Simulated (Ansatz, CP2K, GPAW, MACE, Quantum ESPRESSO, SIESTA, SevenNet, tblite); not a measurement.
# Running twisted graphene bilayer, 46.83° (76 atoms) with tblite

Wanted: tblite inputs and outputs for twisted graphene bilayer, 46.83° (76 atoms), checked against a plane-wave reference.

Main program and level: tblite 0.8.0; the method is named at each step.

### 1. The structure

The cell holds 76 atoms: 76 C. Cell: a = 10.723 Å, b = 10.723 Å, c = 15.530 Å, α = 90.0°, β = 90.0°, γ = 120.0°. It derives from C (graphene). Graphene (a = 2.46 Å) under graphene (a = 2.46 Å), bilayer, commensurate cell of 19 unit cells a layer, twist 46.83 deg; facing planes 3.53 Å apart as built; 12 Å of vacuum; minimised with a classical potential. Then every atom was moved at random, 0.05 Å r.m.s. a Cartesian component. Regions: layer 1, 38 atoms (38 C); layer 2, 38 atoms (38 C). Vacuum lies along c.

The yardstick, on the same geometry:

| Quantity | Value |
| --- | --- |
| method | Kohn-Sham DFT, PBE, SSSP efficiency 1.3.0 pseudopotentials, plane waves (Quantum ESPRESSO 7.5); sssp-pbe-1.3.0-efficiency, cutoffs 45/360 Ry, Γ point |
| r.m.s. force component | 2.982 eV/Å |
| longest force | 12.83 eV/Å |
| time | 98 s on 4 MPI ranks of Arm Neoverse V2, shared host |
| CPU time | 6.5 min |

### 2. GFN1-xTB

Method: GFN1-xTB tight binding, diagonalisation.

Input file run.py:

```python
import numpy as np
from ase.io import read
from tblite.ase import TBLite

atoms = read("structure.xyz")
atoms.calc = TBLite(method="GFN1-xTB", electronic_temperature=580, accuracy=1.0, max_iterations=250, mixer_damping=0.1, verbosity=1)
energy = atoms.get_potential_energy()
forces = atoms.get_forces()
print(f"energy {energy:.6f} eV")
print("forces (eV/A)")
for i, (a, f) in enumerate(zip(atoms, forces)):
    print(f"{i:4d} {a.symbol:2s} {f[0]:10.5f} {f[1]:10.5f} {f[2]:10.5f}")
print("charges (e)")
print(np.array2string(atoms.get_charges(), precision=4, suppress_small=True, max_line_width=110, threshold=100000))
```

Input file structure.xyz:

```xyz
76
Lattice="10.72290 0.00000 0.00000 -5.36145 9.28630 0.00000 0.00000 0.00000 15.53000" Properties=species:S:1:pos:R:3 pbc="T T T"
C -2.26141 7.13717 5.99613
C -1.39226 6.08104 6.05934
C 2.76565 0.35381 6.06990
C -1.69899 8.55055 6.11199
C 0.53984 1.24854 6.08326
C 1.40245 0.08766 6.03294
C 0.23789 3.73801 6.12705
C 1.17512 2.60666 6.10810
C -0.01930 6.25339 6.06804
C 0.84309 5.03364 6.10391
C -0.31166 8.56856 6.04226
C 0.45819 7.59229 6.05810
C 2.60808 2.77298 6.08667
C 3.38763 1.63801 6.09879
C 2.26570 5.28140 6.03527
C 3.05099 4.20484 5.97812
C 1.93591 7.70206 6.06773
C 2.83953 6.46735 6.06571
C 7.12124 0.80354 6.01586
C 2.52010 8.94921 6.09149
C 4.73700 1.79569 6.01073
C 5.61901 0.75943 5.97827
C 4.53943 4.21097 6.05111
C 5.38853 3.01238 6.04133
C 4.29168 6.75160 6.05996
C 5.09751 5.45709 6.03061
C 3.86287 9.05646 6.05390
C 4.80665 8.02949 6.13357
C 6.76620 3.27463 5.98495
C 7.65063 2.15934 6.11618
C 6.44200 5.77589 6.06975
C 7.29581 4.51361 6.11571
C -4.50946 8.13043 6.08403
C -3.69527 6.96575 6.08310
C 9.00284 2.26623 6.08093
C 9.83295 1.07545 6.11556
C -1.90766 4.70676 6.08807
C -1.09872 3.57030 6.02580
C 7.83828 0.34554 9.41553
C 7.26798 1.61136 9.51942
C 6.16797 4.20809 9.48790
C 5.67633 5.58376 9.52067
C 5.95984 1.78938 9.50032
C 5.39464 3.00050 9.48153
C 0.25220 8.64257 9.38789
C 5.08630 0.62014 9.49163
C 4.15839 5.72380 9.46538
C 3.72733 6.97559 9.47578
C 4.04248 3.23693 9.48603
C 3.37728 4.59208 9.45140
C 3.66439 0.76863 9.51896
C 3.13307 2.10270 9.49256
C 2.20693 7.19363 9.51197
C 1.63991 8.57042 9.51632
C 1.99108 4.73165 9.48262
C 1.39403 6.05439 9.43479
[... 16 atom lines left out ...]
C 8.20500 2.68959 9.46554
C 7.68505 4.02385 9.48976
C 6.44795 6.66283 9.45311
C 5.95855 7.96180 9.44286
```

Run with:

```
$ OMP_NUM_THREADS=1 python run.py > output.txt
```

What it wrote:

```text
------------------------------------------------------------
  cycle        total energy    energy error   density error
------------------------------------------------------------
      1     -161.2332589750  -1.6423729E+02   9.2169106E-01
      2     -161.2363582224  -3.0992474E-03   8.2944475E-01
      3     -161.2273759833   8.9822391E-03   2.5992802E-02
      4     -161.2377756193  -1.0399636E-02   1.0778845E-02
      5     -161.2390326947  -1.2570754E-03   2.7237227E-03
      6     -161.2392755583  -2.4286363E-04   6.8633310E-04
      7     -161.2392841217  -8.5633691E-06   1.8990564E-04
      8     -161.2392847507  -6.2898627E-07   7.2435237E-05
      9     -161.2392848242  -7.3493851E-08   1.5012412E-05
------------------------------------------------------------
 total:                                   0.603 sec
energy -4387.544422 eV
forces (eV/A)
   0 C    -1.09918    3.71519    1.24354
   1 C    -0.75768   -3.15571   -0.02321
   2 C     2.38378   -0.43572    0.19456
   3 C    -2.24798   -3.94209   -1.09357
   4 C     0.49587    1.33156    0.03613
   5 C    -0.65747    3.53900    0.47473
   6 C     5.25494   -0.05024   -0.50513
   7 C    -1.83891   -1.45280   -0.02008
   8 C     1.66415   -2.49284    0.20786
   9 C    -1.54556    2.72435   -0.24840
  10 C    -3.93755   11.99354   -0.17195
  11 C     8.46103   -8.29318    0.06892
  12 C    -3.42661    3.21157   -0.34810
  13 C    -2.21292   -0.44256   -0.34735
  14 C    -3.59232   -2.75960    0.18977
  15 C     4.67495   -7.10352    0.96880
  16 C    -0.27502   -3.28797    0.04359
  17 C     1.00045    8.43889   -0.05851
  18 C    -4.79886    3.59899    0.43718
  19 C    -1.47754   -0.83971   -0.40642
  20 C     2.76604   -0.29593    0.17040
  21 C     2.94476   -6.15372    0.49161
  22 C    -1.76498   -0.85952   -0.59467
  23 C    -2.12125    4.32768   -0.36229
[...]
68 C     3.26097    1.29692   -0.36333
  69 C    -4.25547   -2.56143    0.40915
  70 C     5.68833   -7.33492    0.03590
  71 C    -6.59430    3.99511    0.15071
  72 C    -2.38504    2.89229    0.55794
  73 C    -3.51679    1.83163   -0.16003
  74 C     4.57247    1.49264    0.06185
  75 C    -1.33317    2.66682    0.81161
charges (e)
[-0.01    0.0077  0.0049 -0.009  -0.0115  0.007   0.0088 -0.0135 -0.007  -0.0122  0.0066  0.0165 -0.0044
  0.0111  0.0243 -0.0023 -0.0197 -0.0035 -0.0074  0.0199  0.019  -0.0243 -0.0103  0.0034 -0.0131  0.0003
  0.0092  0.0072  0.0117 -0.0008  0.0056 -0.0161  0.0055  0.0064  0.0011 -0.0094 -0.012   0.0101 -0.0067
  0.0124 -0.0171 -0.0012  0.0115  0.0161 -0.0034 -0.0043  0.0055  0.001  -0.0042  0.0019  0.0074 -0.0219
 -0.0214  0.0072  0.0038  0.0082  0.0076 -0.0065 -0.0029  0.0175  0.0208 -0.0083 -0.0088 -0.0077 -0.007
  0.0044  0.002  -0.0015  0.0023 -0.0035 -0.002   0.0105  0.0043 -0.0135  0.0014 -0.004 ]
```

Elapsed: 1.1 s, on 1 thread of Arm Neoverse V2, shared host; peak memory 0.13 GiB.

Banners, paths, timers and routine set-up lines are dropped from the logs unmarked, and long logs keep their key lines alone; longer cuts are marked.

Numbers from this run, and their distance from the reference:

- r.m.s. force component: 2.895 eV/Å
- r.m.s. difference of force components: 171.2 meV/Å
- longest difference of force vectors: 576.5 meV/Å
- force difference over r.m.s. force: 5.741 %
- slope of forces against the reference's: 0.9694
- correlation of force components: 0.9988

A closer look about C2, picked at random: 10 atoms, nearest first, numbered in the order of the input, with positions taken from that point.

| atom | x | y | z | distance (Å) | bonds | Mulliken charge (e) | Fx | Fy | Fz (eV/Å) |
| --- | --- | --- | --- | --- | --- | --- | --- | --- | --- |
| C2 | 0.00 | 0.00 | 0.00 | 0.00 | 3 | 0.01 | -0.76 | -3.16 | -0.02 |
| C1 | -0.87 | 1.06 | -0.06 | 1.37 | 3 | -0.01 | -1.10 | 3.72 | 1.24 |
| C9 | 1.37 | 0.17 | 0.01 | 1.38 | 3 | -0.01 | 1.66 | -2.49 | 0.21 |
| C37 | -0.52 | -1.37 | 0.03 | 1.47 | 3 | -0.01 | -3.68 | 0.98 | -0.23 |
| C12 | 1.85 | 1.51 | 0.00 | 2.39 | 3 | 0.02 | 8.46 | -8.29 | 0.07 |
| C34 | -2.30 | 0.88 | 0.02 | 2.47 | 3 | 0.01 | 2.05 | 3.53 | -0.40 |
| C10 | 2.24 | -1.05 | 0.04 | 2.47 | 3 | -0.01 | -1.55 | 2.72 | -0.25 |
| C4 | -0.31 | 2.47 | 0.05 | 2.49 | 3 | -0.01 | -2.25 | -3.94 | -1.09 |
| C38 | 0.29 | -2.51 | -0.03 | 2.53 | 3 | 0.01 | -2.65 | -0.60 | 0.85 |
| C32 | -2.03 | -1.57 | 0.06 | 2.57 | 3 | -0.02 | 3.06 | 4.77 | -0.77 |

Atoms are counted from 1 here, from 0 in the log.

Forces lie 5.7 % from the reference's, at 0.0027 times its CPU time (on 1 against 4 cores).

### 3. GFN2-xTB

Method: GFN2-xTB tight binding, diagonalisation.

run.py, as its differences from that of step 2:

```diff
@@ -5,3 +5,3 @@
 atoms = read("structure.xyz")
-atoms.calc = TBLite(method="GFN1-xTB", electronic_temperature=580, accuracy=1.0, max_iterations=250, mixer_damping=0.1, verbosity=1)
+atoms.calc = TBLite(method="GFN2-xTB", electronic_temperature=580, accuracy=1.0, max_iterations=250, mixer_damping=0.1, verbosity=1)
 energy = atoms.get_potential_energy()
```

structure.xyz is that of step 2.

What it wrote:

```text
------------------------------------------------------------
  cycle        total energy    energy error   density error
------------------------------------------------------------
      1     -163.5157893096  -1.6694667E+02   1.5172664E-01
      2     -163.5214674844  -5.6781747E-03   1.3642949E-01
      3     -163.5000252513   2.1442233E-02   1.6975167E-02
      4     -163.5249298208  -2.4904570E-02   2.3841237E-03
      5     -163.5251380752  -2.0825431E-04   1.6655289E-03
      6     -163.5251850877  -4.7012499E-05   1.1217051E-03
      7     -163.5251850664   2.1244091E-08   4.4289463E-04
      8     -163.5251918929  -6.8265084E-06   7.5657040E-05
      9     -163.5251921376  -2.4469705E-07   4.3406797E-05
     10     -163.5251922137  -7.6074997E-08   2.4617131E-05
     11     -163.5251922130   6.7836936E-10   8.2382022E-06
------------------------------------------------------------
 total:                                   2.263 sec
energy -4449.747130 eV
forces (eV/A)
   0 C    -1.11657    3.66819    1.30797
   1 C    -0.77263   -3.13645    0.00067
   2 C     2.32928   -0.40097    0.22026
   3 C    -2.20212   -3.85448   -1.10607
   4 C     0.49948    1.32039    0.05922
   5 C    -0.63007    3.50641    0.53062
   6 C     5.16989   -0.04423   -0.50434
   7 C    -1.83002   -1.41195   -0.00866
   8 C     1.65498   -2.46227    0.23112
   9 C    -1.47912    2.67628   -0.24916
  10 C    -3.85545   11.78390   -0.14525
  11 C     8.37726   -8.19141    0.09574
[...]
71 C    -6.50111    3.94528    0.14008
  72 C    -2.36627    2.83113    0.56011
  73 C    -3.42854    1.83990   -0.18300
  74 C     4.53715    1.48124    0.05174
  75 C    -1.28755    2.63056    0.80974
charges (e)
[-0.0103  0.0069  0.0052 -0.0078 -0.0116  0.0067  0.0088 -0.0133 -0.007  -0.0102  0.0063  0.0159 -0.0033
  0.0129  0.0262 -0.0049 -0.0193 -0.0037 -0.0083  0.0204  0.0204 -0.0254 -0.0082  0.0025 -0.0146 -0.0017
  0.0077  0.0091  0.0112  0.      0.0033 -0.0165  0.006   0.0083 -0.0002 -0.0077 -0.0131  0.0095 -0.0044
  0.0115 -0.0169 -0.0022  0.0128  0.0169 -0.0025 -0.0063  0.0055 -0.0003 -0.0043  0.002   0.0066 -0.0221
 -0.0221  0.0039  0.0037  0.0098  0.0063 -0.0039 -0.0036  0.0194  0.0215 -0.0097 -0.0083 -0.0088 -0.0068
  0.0043  0.0008 -0.      0.0032 -0.0021 -0.0036  0.0108  0.005  -0.0162  0.0023 -0.0021]
```

It took 2.7 s on 1 thread; peak memory 0.13 GiB.

Numbers from this run, and their distance from the reference:

```
r.m.s. force component                  : 2.859 eV/Å
r.m.s. difference of force components   : 194.1 meV/Å
longest difference of force vectors     : 637.5 meV/Å
force difference over r.m.s. force      : 6.508 %
slope of forces against the reference's : 0.9574
correlation of force components         : 0.9987
```

Against the first run (5.7 %), the force difference from the reference is 6.5 %, at 2.6 times the CPU time.

### 4. The ladder

Differences are against the plane-wave reference, forces as r.m.s. over components; share is that over the reference's r.m.s. force, slope the least-squares factor from reference forces to these. Total energies of different programs have different zeros and aren't compared.

| run | Δ force, r.m.s. (meV/Å) | share (%) | slope | cores | CPU time | memory (GiB) |
| --- | --- | --- | --- | --- | --- | --- |
| reference | - | - | - | 4 | 6.5 min | 3.3 |
| tblite GFN1-xTB | 171 | 5.74 | 0.969 | 1 | 1.1 s | 0.13 |
| tblite GFN2-xTB | 194 | 6.51 | 0.957 | 1 | 2.7 s | 0.13 |

CPU time is summed over cores on a shared host, where runs went side by side, so it is rough. Symmetry, cutoffs, thresholds, outputs and thread counts weren't matched or tuned between programs; memory under MPI is the largest rank's times the ranks.

### 5. Results

- nearest in forces: tblite GFN1-xTB, 5.7 %
- its CPU time: 1.1 s

**Reading.** Tight binding differs by 5.7 % (tblite GFN1-xTB) to 6.5 % (tblite GFN2-xTB); it is another model, with fitted parameters of its own, and the xTB methods hold dispersion. Of the electronic-structure runs that take under half the reference's CPU time, tblite GFN1-xTB comes nearest, at 5.7 % in 1.1 s against 6.5 min. Periodic xTB results under one method name differ between programs and library versions. The reference's PBE has no dispersion term, which matters for the binding between molecules or layers. One k-point is far too coarse for the carbon or group-IV sheet, and it can put spurious forces of up to about 1 eV/Å on the sheet's atoms. The electronic-structure runs sample only Γ, in a cell whose shortest periodic width is 9 Å.

[Also dropped from logs without a mark: logging warnings of Python, and SIESTA's first energy breakdown and zero terms.]

[Logs are printed without paths, hosts, clocks, repeated set-up lines and the standing remarks that a program may print on its own settings, such as how far it seeks lower states.]

[Hosts, paths, dates, database ids (printed as entryN), source tags and the programs' standing remarks are cut or masked in the printed files.]
